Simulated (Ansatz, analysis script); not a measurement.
# MnF2: spin spirals and exchange, part 2 of 2

Spirals are solved in the crystal's own cell at each q. What do they say of the order in MnF2?

Ansatz 0.2.0; LDA with U = 4 eV on Mn d (ortho-atomic projectors), PAW set soft_1 (files made for PBE).

So far. Step 3 (q = (0, 0, 0)): The largest moment is 4.20 μB, against 4.20 μB in the collinear run. Step 4 (q = (0, 0, 0.25)): The energy of the cell lies 6.42 meV above that at q = 0, and the largest moment is 4.20 μB against 4.20 μB.

### 5. q = (0, 0, 0.5)

Level of this step: Ansatz DFT, spin spiral by the generalised Bloch theorem, no spin-orbit coupling; LDA+U, PAW set soft_1; PAW set soft_1 (Ansatz).

File input.yaml:

```yaml
crystal:
  lattice:
    - [4.8738, 0.0, 0.0]
    - [0.0, 4.8738, 0.0]
    - [0.0, 0.0, 3.3107]
  atoms:
    - { symbol: Mn, position: [0.0, 0.0, 0.0], spin: 4.2, spin_axis: [1.0, 0.0, 0.0] }
    - { symbol: Mn, position: [0.5, 0.5, 0.5], spin: 4.2, spin_axis: [-1.0, 0.0, 0.0] }
    - { symbol: F, position: [0.3053, 0.3053, 0.0] }
    - { symbol: F, position: [0.1947, 0.8053, 0.5] }
    - { symbol: F, position: [0.6947, 0.6947, 0.0] }
    - { symbol: F, position: [0.8053, 0.1947, 0.5] }
kpoints:
  mp_grid: { grid: [8, 8, 8] }
hamiltonian:
  xc: lda
  hubbard:
    projectors: ortho-atomic
    sites: [{ species: Mn, l: d, u_eff: 4.0 }]
  pseudopotentials: { kind: paw, azcp: { folder: soft_1 }, xc_functional: pbe }
scf:
  occupations: { method: fermi_dirac, width: 0.05 }
  max_iter: 120
  convergence: { dr2_threshold: 1.0e-08 }
basis:
  ecutwfc: 420.0
magnetization:
  noncollinear: true
  spin_spiral: { q: [0.0, 0.0, 0.5] }
  spin_locking: { lock_directions: true }
checkpoint:
  read: start
```

On the command line:

```console
> ansatz run input.yaml --threads 2 --pin off --max-ram 5632MiB --backend cpu --events-out ev --progress --plain --runs-dir out
```

Numbers of over 12 decimals in the logs are rounded to 6 here.

What it wrote:

```text
[...]
Crystal: 6 atoms, lattice volume = 78.642 Å³
Basis set: ecut = 420 eV, 1519 PW (Γ)
Bands: 70, of which v1, the nominal top of the filled ones, is band 58 counted from 1 (57 counted from 0)
Symmetry: 1 space group operations
k-points: 512
[...]
0     per_site_axis  ê (+1.000, +0.000, +0.000) ≥0.00  (+4.208, -0.000, -0.000)  4.60e-10     (+0.0e0, -9.2e-10, -6.1e-10)  1.000  0    yes
  1     per_site_axis  ê (-1.000, +0.000, +0.000) ≥0.00  (-4.208, +0.000, -0.000)  2.39e-10     (+0.0e0, +7.7e-11, -4.8e-10)  1.000  0    yes
Free energy (F): -10857.798787 eV
[...]
Internal energy: -10857.798787 eV  (E = F + TS)
E sigma→0 (E₀):  -10857.798787 eV
Fermi energy:    6.724660 eV
[...]
[key lines of the parts left out:]
SCF converged after 8 iterations
Magnetization: |M| = 0.0000 μB,  M = (+0.0000, -0.0000, -0.0000) μB
```

Wall time 9.8 min (2 threads of Arm Neoverse V1, shared host); peak memory 5.2 GiB.

The energy of the cell lies 22.3 meV above that at q = 0, and the largest moment is 4.21 μB against 4.20 μB.

### 6. q = (0.5, -0.5, 0)

input.yaml: that of step 5 with these lines changed.

```diff
@@ -28,3 +28,3 @@
   noncollinear: true
-  spin_spiral: { q: [0.0, 0.0, 0.5] }
+  spin_spiral: { q: [0.5, -0.5, 0.0] }
   spin_locking: { lock_directions: true }
```

What it wrote:

```text
[...]
Crystal: 6 atoms, lattice volume = 78.642 Å³
Basis set: ecut = 420 eV, 1519 PW (Γ)
Bands: 70, of which v1, the nominal top of the filled ones, is band 58 counted from 1 (57 counted from 0)
Symmetry: 1 space group operations
k-points: 512
[...]
0     per_site_axis  ê (+1.000, +0.000, +0.000) ≥0.00  (+4.210, +0.000, +0.000)  1.15e-9      (+0.0e0, +3.5e-10, +2.3e-9)   1.000  0    yes
  1     per_site_axis  ê (-1.000, +0.000, +0.000) ≥0.00  (-4.210, -0.000, +0.000)  3.64e-10     (+0.0e0, -3.1e-10, +7.3e-10)  1.000  0    yes
Free energy (F): -10857.800838 eV
[...]
Internal energy: -10857.800838 eV  (E = F + TS)
E sigma→0 (E₀):  -10857.800838 eV
Fermi energy:    6.747368 eV
[...]
[key lines of the parts left out:]
SCF converged after 8 iterations
Magnetization: |M| = 0.0159 μB,  M = (-0.0159, +0.0000, +0.0000) μB
```

Run time: 9.7 min. Hardware: 2 threads; peak memory 5.2 GiB; 19 min of CPU time.

The energy of the cell lies 20.2 meV above that at q = 0, and the largest moment is 4.21 μB against 4.20 μB.

### 7. q = (0.5, 0.5, 0)

input.yaml: that of step 6 with these lines changed.

```diff
@@ -28,3 +28,3 @@
   noncollinear: true
-  spin_spiral: { q: [0.5, -0.5, 0.0] }
+  spin_spiral: { q: [0.5, 0.5, 0.0] }
   spin_locking: { lock_directions: true }
```

What it wrote:

```text
[...]
Crystal: 6 atoms, lattice volume = 78.642 Å³
Basis set: ecut = 420 eV, 1519 PW (Γ)
Bands: 70, of which v1, the nominal top of the filled ones, is band 58 counted from 1 (57 counted from 0)
Symmetry: 1 space group operations
k-points: 512
[...]
0     per_site_axis  ê (+1.000, +0.000, +0.000) ≥0.00  (+4.210, -0.000, +0.000)  1.05e-9      (+0.0e0, -7.5e-10, +2.1e-9)  1.000  0    yes
  1     per_site_axis  ê (-1.000, +0.000, +0.000) ≥0.00  (-4.210, -0.000, -0.000)  5.11e-10     (+0.0e0, -6.2e-10, -1.0e-9)  1.000  0    yes
Free energy (F): -10857.800838 eV
[...]
Internal energy: -10857.800838 eV  (E = F + TS)
E sigma→0 (E₀):  -10857.800838 eV
Fermi energy:    6.747367 eV
[...]
[key lines of the parts left out:]
SCF converged after 8 iterations
Magnetization: |M| = 0.0159 μB,  M = (+0.0159, -0.0000, +0.0000) μB
```

Run time: 9.7 min. Hardware: 2 threads; peak memory 5.2 GiB.

The energy of the cell lies 20.2 meV above that at q = 0, and the largest moment is 4.21 μB against 4.20 μB.

The other 4 runs of this kind were made alike; their results stand in the table below.

### 8. E(q)

| q (reciprocal lattice) | path length (1/Å) | E(q) − E(0) (meV a magnetic atom) | \|m\| Mn no. 1 (μB) | \|m\| Mn no. 2 (μB) |
| --- | --- | --- | --- | --- |
| (0, 0, 0) | 0.000 | 0.00 | 4.20 | 4.20 |
| (0.25, 0.25, 0) | 0.456 | 4.97 | 4.21 | 4.21 |
| (0.5, 0.5, 0) | 0.912 | 10.11 | 4.21 | 4.21 |
| (0.5, 0.25, 0) | 1.234 | 10.13 | 4.21 | 4.21 |
| (0.5, -0.25, 0) | 1.878 | 10.13 | 4.21 | 4.21 |
| (0.5, -0.5, 0) | 2.201 | 10.11 | 4.21 | 4.21 |
| (0.25, -0.25, 0) | 2.657 | 4.97 | 4.21 | 4.21 |
| (0, 0, 0) | 3.112 | 0.00 | 4.20 | 4.20 |
| (0, 0, 0.25) | 3.587 | 3.21 | 4.20 | 4.20 |
| (0, 0, 0.5) | 4.061 | 11.13 | 4.21 | 4.21 |

### 9. Outcome

```json
{
  "lowest point of the path": "q = 0",
  "highest point": "11.1 meV a magnetic atom"
}
```

In words: No spiral that was run lies below the antiferromagnetic state at q = 0, and winding the moments costs up to 11.1 meV a magnetic atom. The moments change by at most 1 % from their size at q = 0, so they are well localised. No spin model is given, since this treatment keeps to cells with one magnetic atom. States with other phases between the sublattices can lie lower than any point of this path. The 9 spiral runs took 78 min of wall time, added up.

[Logs and program files are shortened in this print: banners, set-up blocks, solver, clock and traceback lines can be left out without a mark of their own.]

[Logs are printed without paths, hosts, clocks, repeated set-up lines and the standing remarks that a program may print on its own settings, such as how far it seeks lower states.]

[Hosts, paths, dates, database ids (printed as entryN), source tags and the programs' standing remarks are cut or masked in the printed files.]
